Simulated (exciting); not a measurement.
# Electron–core-hole interaction in the Lu L₃ spectrum of RbLuSe2

Aim: the Lu L₃ absorption edge of RbLuSe2 with the electron–hole interaction treated explicitly, and what each term of the kernel does.

Main program and level: exciting sodium; X-ray absorption, core-level Bethe-Salpeter equation, exchange and statically screened direct term, Tamm-Dancoff, all-electron LAPW+lo LDA.

**1. Starting point**

It takes space group R-3m (No. 166, trigonal). Conventional cell: a = 4.129 Å, b = 4.129 Å, c = 23.614 Å, α = 90.00°, β = 90.00°, γ = 120.00°. Lu has 6 Se at 2.84 Å nearest. Nearest to Rb lie 6 Se at 3.38 Å. Nearest to Se lie 3 Lu at 2.84 Å and 3 Rb at 3.38 Å. Farther neighbours and most contacts between anions are not listed.

As a file:

```xyz
4
Lattice="2.0647 1.1921 7.8713 -2.0647 1.1921 7.8713 0.0000 -2.3841 7.8713" Properties=species:S:1:pos:R:3 pbc="T T T"
Lu    0.0000    0.0000   11.8070
Rb    0.0000    0.0000    0.0000
Se    0.0000    0.0000   18.1405
Se    0.0000    0.0000    5.4735
```

Differences between curves are given as r.m.s. difference over r.m.s. height.

**2. The self-consistent potential**

The species files are the program's own, with muffin-tin radii set in the input.

File input.xml:

```
<input>
  <title>RbLuSe2</title>
  <structure speciespath="." autormt="false" epslat="1.0e-5">
    <crystal>
      <basevect>3.9017175288 2.2526576656 14.8746642328</basevect>
      <basevect>-3.9017175288 2.2526576656 14.8746642328</basevect>
      <basevect>0.0000000000 -4.5053153311 14.8746642328</basevect>
    </crystal>
    <species speciesfile="Lu.xml" rmt="2.300">
      <atom coord="0.5000000000 0.5000000000 0.5000000000"/>
    </species>
    <species speciesfile="Rb.xml" rmt="2.464">
      <atom coord="0.0000000000 0.0000000000 0.0000000000"/>
    </species>
    <species speciesfile="Se.xml" rmt="2.300">
      <atom coord="0.7682100000 0.7682100000 0.7682100000"/>
      <atom coord="0.2317900000 0.2317900000 0.2317900000"/>
    </species>
  </structure>
  <groundstate do="fromscratch" xctype="LDA_PW" ngridk="3 3 3" rgkmax="7" gmaxvr="14" nempty="8" swidth="0.001" maxscl="100" epsengy="1e-5"/>
</input>
```

Command:

```bash
OMP_NUM_THREADS=1 mpirun -n 4 exciting
```

Numbers of over 12 decimals in the logs are rounded to 6 here.

The program printed:

```text
EXCITING SODIUM started
********************************************************************************
* Ground-state run starting from atomic densities                              *
********************************************************************************
+ Starting initialization                                                      +
[... lattice and species ...]
 Spin treatment                             :    spin-unpolarised
 Number of Bravais lattice symmetries       :      12
[...]
+ Self-consistent loop stopped                                                 +
 STATE.OUT is written
********************************************************************************
* Groundstate module stopped                                                   *
********************************************************************************
 Total time spent (seconds)                 :        85.65
- CAUTION! Warnings have been written in file WARNING.OUT !                    -
| EXCITING SODIUM stopped                                                      =
[key lines of the parts left out:]
Total energy                               :    -22404.65787845
Fermi energy                               :         0.17592990
```

The job ended after 87 s (4 MPI ranks of Intel Xeon at 2.70GHz, shared host).

The warnings file holds hints only, no warning.

The mesh shows a gap of 1.93 eV. Core levels (Dirac, from the valence top):

| atom | level | energy (eV) |
| --- | --- | --- |
| Lu | 3s1/2 | -2427.3 |
| Lu | 3p1/2 | -2211.9 |
| Lu | 3p3/2 | -1973.9 |
| Lu | 3d3/2 | -1607.3 |
| Lu | 3d5/2 | -1555.3 |
| Lu | 4s1/2 | -478.2 |
| Lu | 4p1/2 | -390.5 |
| Lu | 4p3/2 | -336.1 |
| Lu | 4d3/2 | -191.8 |
| Lu | 4d5/2 | -181.9 |

**3. A richer basis for the empty states**

Each species file gets more local orbitals, built from u and its energy derivative at 0.15 Ha and u at 0.9 Ha.

input.xml is that of step 2.

File SPECIES.xml, added lines:

```
<lo l="L">  <!-- L = 0, 1, 2, and 3 from Cs on -->
  <wf matchingOrder="0" trialEnergy="0.1500" searchE="false"/>
  <wf matchingOrder="1" trialEnergy="0.1500" searchE="false"/>
  <wf matchingOrder="0" trialEnergy="0.9000" searchE="false"/>
</lo>
```

Command:

```bash
OMP_NUM_THREADS=1 mpirun -n 4 exciting
```

The program printed:

```text
EXCITING SODIUM started
********************************************************************************
* Ground-state run starting from atomic densities                              *
********************************************************************************
+ Starting initialization                                                      +
[... lattice and species ...]
 Spin treatment                             :    spin-unpolarised
 Number of Bravais lattice symmetries       :      12
[...]
+ Self-consistent loop stopped                                                 +
 STATE.OUT is written
********************************************************************************
* Groundstate module stopped                                                   *
********************************************************************************
 Total time spent (seconds)                 :        80.71
- CAUTION! Warnings have been written in file WARNING.OUT !                    -
| EXCITING SODIUM stopped                                                      =
[key lines of the parts left out:]
Total energy                               :    -22404.65847436
Fermi energy                               :         0.17603665
```

Wall time 82 s (4 MPI ranks).

Against the first ground state the total energy moves by -4 meV an atom and the gap by 0.00 eV.

**4. Screening, kernels and BSE for Lu atom 1**

The absorber has 6 Se at 2.84 Å (octahedral, site symmetry -3m).

input.xml: that of step 3 with these lines changed.

```diff
@@ -19,3 +19,19 @@
   </structure>
-  <groundstate do="fromscratch" xctype="LDA_PW" ngridk="3 3 3" rgkmax="7" gmaxvr="14" nempty="8" swidth="0.001" maxscl="100" epsengy="1e-5"/>
+  <groundstate do="skip" xctype="LDA_PW" ngridk="3 3 3" rgkmax="7" gmaxvr="14" nempty="8" swidth="0.001" maxscl="100" epsengy="1e-5"/>
+  <xs xstype="BSE" ngridk="3 3 3" ngridq="3 3 3" vkloff="0.097 0.273 0.493" rgkmax="7" nempty="53" gqmax="3" lmaxapwwf="5" lmaxemat="3" broad="0.08599" tevout="true">
+    <energywindow intv="335.139 336.756" points="439"/>
+    <screening screentype="full" nempty="82"/>
+    <BSE xas="true" xasspecies="1" xasatom="1" xasedge="L3" bsetype="singlet" nstlxas="1 49"/>
+    <qpointset>
+      <qpoint>0 0 0</qpoint>
+    </qpointset>
+    <plan>
+      <doonly task="xsgeneigvec"/>
+      <doonly task="writepmatxs"/>
+      <doonly task="scrgeneigvec"/>
+      <doonly task="scrwritepmat"/>
+      <doonly task="screen"/>
+      <doonly task="scrcoulint"/>
+    </plan>
+  </xs>
 </input>
```

File input.xml for the exchange start (cutoff and plan only):

```
  gqmax="2"
  <plan>
    <doonly task="exccoulint"/>
  </plan>
```

File input.xml for the last start (plan only):

```
  <plan>
    <doonly task="bse"/>
  </plan>
```

Command:

```bash
OMP_NUM_THREADS=1 mpirun -n 4 exciting
OMP_NUM_THREADS=1 mpirun -n 4 exciting
OMP_NUM_THREADS=4 exciting
```

The program printed:

```text
| EXCITING SODIUM started for task xsgeneigvec ( 301)                          =
One-shot GS runs for BSE calculations
One-shot GS runs for k+qmt/2 grids
Info(xsgeneigvec): Generating eigenvectors for Q-point      1
Info(xsgeneigvec): Generation of eigenvectors finished
| EXCITING SODIUM started for task writepmatxs ( 320)                          =
Info(writepmatxs): Momentum matrix elements finished
| EXCITING SODIUM started for task scrgeneigvec ( 401)                         =
One-shot GS runs for BSE calculations
One-shot GS runs for k+qmt/2 grids
[...]
Info(setup_bse_block): Setting up RR part of hamiltonian
Info(setup_bse_block): Singlet spin state
Info(bse): Diagonalizing RR Hamiltonian (TDA)
Info(bse): Invoking Lapack routine ZHEEVR
      5292 eigen solutions found in the interval:
         i1=       1 i2=    5292
Info(bse): Writing excition energies and oscillator strengths to text file.
Info(makespectrum_dist): Making spectrum using formula for coupling with time reversed AR basis.
Info(makespectrum_dist): Using formalism for vanishing momentum transfer.
Info(writederived): Writing quantities derived from the macroscopic dielectric function.
Info(bselauncher): Spectrum finished for iqmt=  1
Info(bselauncher): All done for BSE type singlet
```

Elapsed: 49 min, on 4 MPI ranks.

Wall time by task: xsgeneigvec 21 s, writepmatxs 16 s, scrgeneigvec 7.5 s, scrwritepmat 9 s, screen 7.1 min, scrcoulint 13 min, exccoulint 25 min, bse 2.8 min.

The Lu L₃ spectrum of Lu atom 1 (energy from the Kohn–Sham onset, core level to the lowest empty state found on the meshes used, 9131.52 eV; the shifted mesh sets it, since it comes nearer the band minimum than the ground-state mesh; Im ε scaled to the maximum of the singlet run; cut below the end of the band set):

| E (eV) | Im ε |
| --- | --- |
| -11.5 | 0.06 |
| -11.0 | 0.06 |
| -10.5 | 0.07 |
| -10.0 | 0.07 |
| -9.5 | 0.08 |
| -9.0 | 0.09 |
| -8.5 | 0.10 |
| -8.0 | 0.11 |
| -7.5 | 0.12 |
| -7.0 | 0.14 |
| -6.5 | 0.16 |
| -6.0 | 0.19 |
| -5.5 | 0.22 |
| -5.0 | 0.25 |
| -4.5 | 0.30 |
| -4.0 | 0.37 |
| -3.5 | 0.44 |
| -3.0 | 0.54 |
| -2.5 | 0.65 |
| -2.0 | 0.77 |
| -1.5 | 0.88 |
| -1.0 | 0.95 |
| -0.5 | 0.99 |
| 0.0 | 1.00 |
| 0.5 | 0.98 |
| 1.0 | 0.92 |
| 1.5 | 0.85 |
| 2.0 | 0.76 |
| 2.5 | 0.68 |
| 3.0 | 0.60 |
| 3.5 | 0.54 |
| 4.0 | 0.49 |
| 4.5 | 0.45 |
| 5.0 | 0.42 |
| 5.5 | 0.40 |
| 6.0 | 0.39 |
| 6.5 | 0.38 |
| 7.0 | 0.37 |
| 7.5 | 0.36 |
| 8.0 | 0.36 |
| 8.5 | 0.35 |
| 9.0 | 0.34 |
| 9.5 | 0.33 |
| 10.0 | 0.32 |
| 10.5 | 0.31 |
| 11.0 | 0.30 |
| 11.5 | 0.30 |
| 12.0 | 0.29 |
| 12.5 | 0.29 |
| 13.0 | 0.28 |
| 13.5 | 0.28 |
| 14.0 | 0.28 |
| 14.5 | 0.28 |
| 15.0 | 0.28 |
| 15.5 | 0.27 |
| 16.0 | 0.26 |
| 16.5 | 0.26 |
| 17.0 | 0.25 |
| 17.5 | 0.24 |
| 18.0 | 0.24 |
| 18.5 | 0.23 |
| 19.0 | 0.23 |
| 19.5 | 0.22 |
| 20.0 | 0.22 |
| 20.5 | 0.21 |
| 21.0 | 0.21 |

Maxima (height): -0.1 eV (1.00).

The Hamiltonian has 5292 rows. The lowest groups of eigenvalues and the brightest ones, on the scale above. Core spinors bring spin-forbidden partners, so dark means forbidden by spin or by symmetry, and the shifted mesh splits states that symmetry would keep together:

| energy (eV) | states within 10 meV | relative strength |
| --- | --- | --- |
| -1.362 | 4 | 0.91 |
| -1.319 | 4 | 0.90 |
| -1.189 | 4 | 1.00 |
| -0.395 | 4 | 0.099 |
| -0.322 | 4 | 0.100 |
| -0.049 | 4 | 0.0017 |
| 0.357 | 4 | 0.45 |
| 0.630 | 4 | 0.24 |
| 0.756 | 4 | 0.22 |
| 0.803 | 4 | 0.21 |

**5. Independent particles**

input.xml: that of step 4 with these lines changed.

```diff
@@ -23,3 +23,3 @@
     <screening screentype="full" nempty="82"/>
-    <BSE xas="true" xasspecies="1" xasatom="1" xasedge="L3" bsetype="singlet" nstlxas="1 49"/>
+    <BSE xas="true" xasspecies="1" xasatom="1" xasedge="L3" bsetype="IP" nstlxas="1 49"/>
     <qpointset>
@@ -28,8 +28,3 @@
     <plan>
-      <doonly task="xsgeneigvec"/>
-      <doonly task="writepmatxs"/>
-      <doonly task="scrgeneigvec"/>
-      <doonly task="scrwritepmat"/>
-      <doonly task="screen"/>
-      <doonly task="scrcoulint"/>
+      <doonly task="bse"/>
     </plan>
```

Command:

```bash
OMP_NUM_THREADS=4 exciting
```

The program printed:

```text
| EXCITING SODIUM started for task bse ( 445)                                  =
Info(bselauncher): Init time:    2.814829
Info(bselauncher): Setting up and diagonalizing BSE Hamiltonian.
Info(bselauncher): Using momentum transfer vectors from list :   1 to  1
Info(bselauncher): Distributing qmt-points over   1 processes.
Info(bselauncher): BSE type: IP
Info(bselauncher): Momentum transfer list index: iqmt=  1
Info(bselauncher): Momentum transfer: vqmtl=   0.000   0.000   0.000
Info(bse): Inspecting occupations...
Info(setranges_modxs): Number of non-reduced k-points:       27
[...]
highest unoccupied state:  82
  Opening gap with a scissor of:      0.000/H      0.000/eV
Info(select_transitions): Number of participating transitions:    5292
Info(bse): Selecting transitions...
Info(bse):bsegap (eV):  9131.522982
Info(bse): IP requested, nothing much to do
Info(bse): Writing excition energies and oscillator strengths to text file.
Info(makespectrum_dist): Making spectrum using formula for coupling with time reversed AR basis.
Info(makespectrum_dist): Using formalism for vanishing momentum transfer.
Info(writederived): Writing quantities derived from the macroscopic dielectric function.
Info(bselauncher): Spectrum finished for iqmt=  1
Info(bselauncher): All done for BSE type IP
```

The job ended after 4.5 s (4 threads).

Maxima (height): 3.2 eV (0.83). The spectrum differs from the singlet run by 52 % r.m.s. Moving the earlier curve by +3.5 eV leaves 15 %. The highest maximum lies at 3.2 eV (0.83), against -0.1 eV (1.00).

**6. Exchange alone**

input.xml: that of step 5 with these lines changed.

```diff
@@ -23,3 +23,3 @@
     <screening screentype="full" nempty="82"/>
-    <BSE xas="true" xasspecies="1" xasatom="1" xasedge="L3" bsetype="IP" nstlxas="1 49"/>
+    <BSE xas="true" xasspecies="1" xasatom="1" xasedge="L3" bsetype="RPA" nstlxas="1 49"/>
     <qpointset>
```

Command:

```bash
OMP_NUM_THREADS=4 exciting
```

The program printed:

```text
| EXCITING SODIUM started for task bse ( 445)                                  =
Info(bselauncher): Init time:    3.016940
Info(bselauncher): Setting up and diagonalizing BSE Hamiltonian.
Info(bselauncher): Using momentum transfer vectors from list :   1 to  1
Info(bselauncher): Distributing qmt-points over   1 processes.
Info(bselauncher): BSE type: RPA
Info(bselauncher): Momentum transfer list index: iqmt=  1
Info(bselauncher): Momentum transfer: vqmtl=   0.000   0.000   0.000
Info(bse): Inspecting occupations...
Info(setranges_modxs): Number of non-reduced k-points:       27
[...]
Info(setup_bse_block): Setting up RR part of hamiltonian
Info(setup_bse_block): Using RPA approximation
Info(bse): Diagonalizing RR Hamiltonian (TDA)
Info(bse): Invoking Lapack routine ZHEEVR
      5292 eigen solutions found in the interval:
         i1=       1 i2=    5292
Info(bse): Writing excition energies and oscillator strengths to text file.
Info(makespectrum_dist): Making spectrum using formula for coupling with time reversed AR basis.
Info(makespectrum_dist): Using formalism for vanishing momentum transfer.
Info(writederived): Writing quantities derived from the macroscopic dielectric function.
Info(bselauncher): Spectrum finished for iqmt=  1
Info(bselauncher): All done for BSE type RPA
```

The job ended after 2.9 min (4 threads).

Maxima (height): 3.2 eV (0.83). The spectrum is that of the independent-particle run within 1 %.

**7. Another input**

In this try the input is made faulty on purpose, to show what that does.

input.xml: that of step 6 with these lines changed.

```diff
@@ -20,6 +20,6 @@
   <groundstate do="skip" xctype="LDA_PW" ngridk="3 3 3" rgkmax="7" gmaxvr="14" nempty="8" swidth="0.001" maxscl="100" epsengy="1e-5"/>
-  <xs xstype="BSE" ngridk="3 3 3" ngridq="3 3 3" vkloff="0.097 0.273 0.493" rgkmax="7" nempty="53" gqmax="3" lmaxapwwf="5" lmaxemat="3" broad="0.08599" tevout="true">
+  <xs xstype="BSE" ngridk="3 3 3" ngridq="3 3 3" vkloff="0.097 0.273 0.493" rgkmax="7" nempty="6" gqmax="3" lmaxapwwf="5" lmaxemat="3" broad="0.08599" tevout="true">
     <energywindow intv="335.139 336.756" points="439"/>
     <screening screentype="full" nempty="82"/>
-    <BSE xas="true" xasspecies="1" xasatom="1" xasedge="L3" bsetype="RPA" nstlxas="1 49"/>
+    <BSE xas="true" xasspecies="1" xasatom="1" xasedge="L3" bsetype="singlet" nstlxas="1 2"/>
     <qpointset>
@@ -28,3 +28,4 @@
     <plan>
-      <doonly task="bse"/>
+      <doonly task="writepmatxs"/>
+      <doonly task="scrcoulint"/>
     </plan>
```

File input.xml for the exchange start (cutoff and plan only):

```
  gqmax="2"
  <plan>
    <doonly task="exccoulint"/>
  </plan>
```

File input.xml for the last start (plan only):

```
  <plan>
    <doonly task="bse"/>
  </plan>
```

Command:

```bash
OMP_NUM_THREADS=1 mpirun -n 4 exciting
OMP_NUM_THREADS=1 mpirun -n 4 exciting
OMP_NUM_THREADS=4 exciting
```

The program printed:

```text
| EXCITING SODIUM started for task writepmatxs ( 320)                          =
Info(writepmatxs): Momentum matrix elements finished
| EXCITING SODIUM started for task scrcoulint ( 440)                           =
Info(scrcoulintlauncher): Setting up screened Coulomb interaction matrix W.
Info(scrcoulintlauncher): Using momentum transfer vectors from list :   1 to  1
Info(scrcoulintlauncher): Calculating screened Coulomb interaction matrix W
Info(scrcoulintlauncher): Momentum transfer list index: iqmt=  1
[...]
Info(setup_bse_block): Setting up RR part of hamiltonian
Info(setup_bse_block): Singlet spin state
Info(bse): Diagonalizing RR Hamiltonian (TDA)
Info(bse): Invoking Lapack routine ZHEEVR
       216 eigen solutions found in the interval:
         i1=       1 i2=     216
Info(bse): Writing excition energies and oscillator strengths to text file.
Info(makespectrum_dist): Making spectrum using formula for coupling with time reversed AR basis.
Info(makespectrum_dist): Using formalism for vanishing momentum transfer.
Info(writederived): Writing quantities derived from the macroscopic dielectric function.
Info(bselauncher): Spectrum finished for iqmt=  1
Info(bselauncher): All done for BSE type singlet
```

Elapsed: 3.5 min, on 4 MPI ranks.

Wall time by task: writepmatxs 18 s, scrcoulint 1.8 min, exccoulint 76 s, bse 3.6 s.

The input has a fault: far too few conduction bands in the BSE. The spectrum differs from the singlet run by 86 % r.m.s. The highest maximum lies at -0.4 eV (0.19), against -0.1 eV (1.00). The first bright state moves from -1.36 to -0.93 eV. Transitions to the missing bands are absent and can't mix into the lines that are left.

| E (eV) | first run | this run |
| --- | --- | --- |
| -11.0 | 0.06 | 0.01 |
| -10.0 | 0.07 | 0.01 |
| -9.0 | 0.09 | 0.01 |
| -8.0 | 0.11 | 0.02 |
| -7.0 | 0.14 | 0.02 |
| -6.0 | 0.19 | 0.03 |
| -5.0 | 0.25 | 0.04 |
| -4.0 | 0.37 | 0.06 |
| -3.0 | 0.54 | 0.09 |
| -2.0 | 0.77 | 0.14 |
| -1.0 | 0.95 | 0.18 |
| 0.0 | 1.00 | 0.19 |
| 1.0 | 0.92 | 0.15 |
| 2.0 | 0.76 | 0.11 |
| 3.0 | 0.60 | 0.07 |
| 4.0 | 0.49 | 0.05 |
| 5.0 | 0.42 | 0.04 |
| 6.0 | 0.39 | 0.03 |
| 7.0 | 0.37 | 0.02 |
| 8.0 | 0.36 | 0.02 |
| 9.0 | 0.34 | 0.01 |
| 10.0 | 0.32 | 0.01 |
| 11.0 | 0.30 | 0.01 |
| 12.0 | 0.29 | 0.01 |
| 13.0 | 0.28 | 0.01 |
| 14.0 | 0.28 | 0.01 |
| 15.0 | 0.28 | 0.00 |
| 16.0 | 0.26 | 0.00 |
| 17.0 | 0.25 | 0.00 |
| 18.0 | 0.24 | 0.00 |
| 19.0 | 0.23 | 0.00 |
| 20.0 | 0.22 | 0.00 |
| 21.0 | 0.21 | 0.00 |

**8. Ground state with other settings**

In this try the input is made faulty on purpose, to show what that does.

File input.xml:

```
<input>
  <title>RbLuSe2</title>
  <structure speciespath="." autormt="false" epslat="1.0e-5">
    <crystal>
      <basevect>3.9017175288 2.2526576656 14.8746642328</basevect>
      <basevect>-3.9017175288 2.2526576656 14.8746642328</basevect>
      <basevect>0.0000000000 -4.5053153311 14.8746642328</basevect>
    </crystal>
    <species speciesfile="Lu.xml" rmt="2.300">
      <atom coord="0.5000000000 0.5000000000 0.5000000000"/>
    </species>
    <species speciesfile="Rb.xml" rmt="2.464">
      <atom coord="0.0000000000 0.0000000000 0.0000000000"/>
    </species>
    <species speciesfile="Se.xml" rmt="2.300">
      <atom coord="0.7682100000 0.7682100000 0.7682100000"/>
      <atom coord="0.2317900000 0.2317900000 0.2317900000"/>
    </species>
  </structure>
  <groundstate do="fromscratch" xctype="LDA_PW" ngridk="3 3 3" rgkmax="3.5" gmaxvr="14" nempty="8" swidth="0.001" maxscl="100" epsengy="1e-5"/>
</input>
```

SPECIES.xml, added lines is that of step 3.

Command:

```bash
OMP_NUM_THREADS=1 mpirun -n 4 exciting
```

The program printed:

```text
EXCITING SODIUM started
********************************************************************************
* Ground-state run starting from atomic densities                              *
********************************************************************************
+ Starting initialization                                                      +
[... lattice and species ...]
 Spin treatment                             :    spin-unpolarised
 Number of Bravais lattice symmetries       :      12
[...]
+ Self-consistent loop stopped                                                 +
 STATE.OUT is written
********************************************************************************
* Groundstate module stopped                                                   *
********************************************************************************
 Total time spent (seconds)                 :        68.22
- CAUTION! Warnings have been written in file WARNING.OUT !                    -
| EXCITING SODIUM stopped                                                      =
[key lines of the parts left out:]
Total energy                               :    -22403.20274269
Fermi energy                               :         0.16840793
```

Wall time 70 s (4 MPI ranks).

Against the second ground state the total energy moves by 9903 meV an atom and the gap by -0.24 eV.

[end of part 1 of 2]

[Banner, clock and machine lines of the logs are left out without a mark of their own.]

[Logs are printed without paths, hosts, clocks, repeated set-up lines and the standing remarks that a program may print on its own settings, such as how far it seeks lower states.]

[Hosts, paths, dates, database ids (printed as entryN), source tags and the programs' standing remarks are cut or masked in the printed files.]
